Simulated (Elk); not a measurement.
# Collinear magnetic orders of SmSbTe with Elk

Aim: find out whether SmSbTe carries moments, and which collinear order costs least.

Calculated with Elk 11.2.3 (patched build); PBEsol; all-electron APW+lo, Dirac cores, scalar-relativistic bands.

### 1. Set-up

It takes space group P4/nmm (No. 129, tetragonal). Conventional cell: a = 4.310 Å, b = 4.310 Å, c = 9.496 Å, α = 90.00°, β = 90.00°, γ = 90.00°. Nearest to Sm lie 5 Te at 3.19 to 3.32 Å and 4 Sb at 3.38 Å. Nearest to Sb lie 4 Sb at 3.05 Å and 4 Sm at 3.38 Å. Nearest to Te lie 5 Sm at 3.19 to 3.32 Å. Farther neighbours and most contacts between anions are not listed.

Structure file:

```cif
data_structure
_symmetry_space_group_name_H-M 'P 1'
_symmetry_Int_Tables_number 1
_cell_length_a 4.3100
_cell_length_b 4.3100
_cell_length_c 9.4962
_cell_angle_alpha 90.000
_cell_angle_beta 90.000
_cell_angle_gamma 90.000
_cell_volume 176.40
loop_
_atom_site_label
_atom_site_type_symbol
_atom_site_fract_x
_atom_site_fract_y
_atom_site_fract_z
_atom_site_occupancy
Sm1 Sm 0.00000 0.50000 0.72524 1
Sm2 Sm 0.50000 0.00000 0.27476 1
Sb3 Sb 0.00000 0.00000 0.00000 1
Sb4 Sb 0.50000 0.50000 0.00000 1
Te5 Te 0.00000 0.50000 0.37537 1
Te6 Te 0.50000 0.00000 0.62463 1
```

The cell comes from a database of computed structures and need not be the stable phase.

### 2. Order 1, typed as ferro ++

Parallel moments need no larger cell; this start tests for a ferromagnetic state only.

Moments are seeded by fields in the spheres (the last three columns under atoms), set against the wanted direction and reduced each loop.

Contents of elk.in:

```
tasks
  0

xctype
  22

reducebf
  0.6

epsengy
  1e-05

maxscl
  100

rgkmax
  7.0

nempty
  8

swidth
  0.003

lmaxi
  3

spinpol
  .true.

sppath
  './'

avec
  8.14473800307 0.00000000000 0.00000000000
  0.00000000000 8.14473800307 0.00000000000
  0.00000000000 0.00000000000 17.94518190569

atoms
  3
  'Sm.in'
  2
  0.0000000000 0.5000000000 0.7252358500   0.000000 0.000000 -0.375000
  0.5000000000 0.0000000000 0.2747641500   0.000000 0.000000 -0.375000
  'Sb.in'
  2
  0.0000000000 0.0000000000 0.0000000000   0.000000 0.000000 0.000000
  0.5000000000 0.5000000000 0.0000000000   0.000000 0.000000 0.000000
  'Te.in'
  2
  0.0000000000 0.5000000000 0.3753669400   0.000000 0.000000 0.000000
  0.5000000000 0.0000000000 0.6246330600   0.000000 0.000000 0.000000

ngridk
  6 6 2
```

Launch:

```
$ OMP_NUM_THREADS=4 elk
```

Planned after this: order 2, typed as antiferro +-; run 3 (no spin polarisation); energies of the orders; spin–orbit coupling. Settings of the main run: 6×6×2 k-mesh, tasks 0, collinear spin, reducebf 0.6, epsengy 1.00e-5 Ha, maxscl 100, RK_max 7, nempty 8, swidth 0.003 Ha, lmaxi 3, spinpol on, smearing width 0.0816342 eV, mesh matched on, starting moments 5 -5 0 0 0 0 μB.

Before running: what should come out for the largest site moment?

Opposed moments of equal size cancel, so the cell has no net moment. Symmetry leaves 3 kinds of site among the 6 atoms, and equivalent atoms carry values of equal size. The lowest state found is antiferromagnetic, reached from the start antiferro +-, with moments up to 5.56 μB.

| Quantity | Value |
| --- | --- |
| lowest state found | antiferromagnetic (started as antiferro +-) |
| largest site moment | 5.56 μB |
| next state | ferromagnetic, 13.9 meV a seeded atom higher |
| energy gained by spin polarisation | 4280 meV a seeded atom |
| with spin–orbit coupling: largest spin moment and its orbital moment | 5.51 and -1.89 μB |

The next state costs 14 meV a seeded atom. Forming the largest moments gains far more than ordering them, so they should outlast the ordering temperature. The orbital moment is antiparallel to the spin, as Hund's third rule has it for a shell under half filled. Only 3 starts are shown; other collinear patterns, canted and longer-period orders are not. Open f shells have many stationary orbital fillings, so the state need not be the lowest, and spin-only moments miss the orbital part. Without a U the functional spreads the 4f electrons too much, so the state and its energies are unreliable. Spin–orbit coupling, which these energies lack, is strong in these shells and can change the state in kind. With a GGA and lmaxo under 10 this build's totals carry angular errors that reach some ten meV an atom in oxides, so smaller differences are in doubt.

[Logs and program files are shortened in this print: banners, set-up blocks, solver, clock and traceback lines can be left out without a mark of their own.]

[Logs are printed without paths, hosts, clocks, repeated set-up lines and the standing remarks that a program may print on its own settings, such as how far it seeks lower states.]

[Hosts, paths, dates, database ids (printed as entryN), source tags and the programs' standing remarks are cut or masked in the printed files.]

[Where a cell is said to come from a database of computed structures, the database is the Materials Project.]
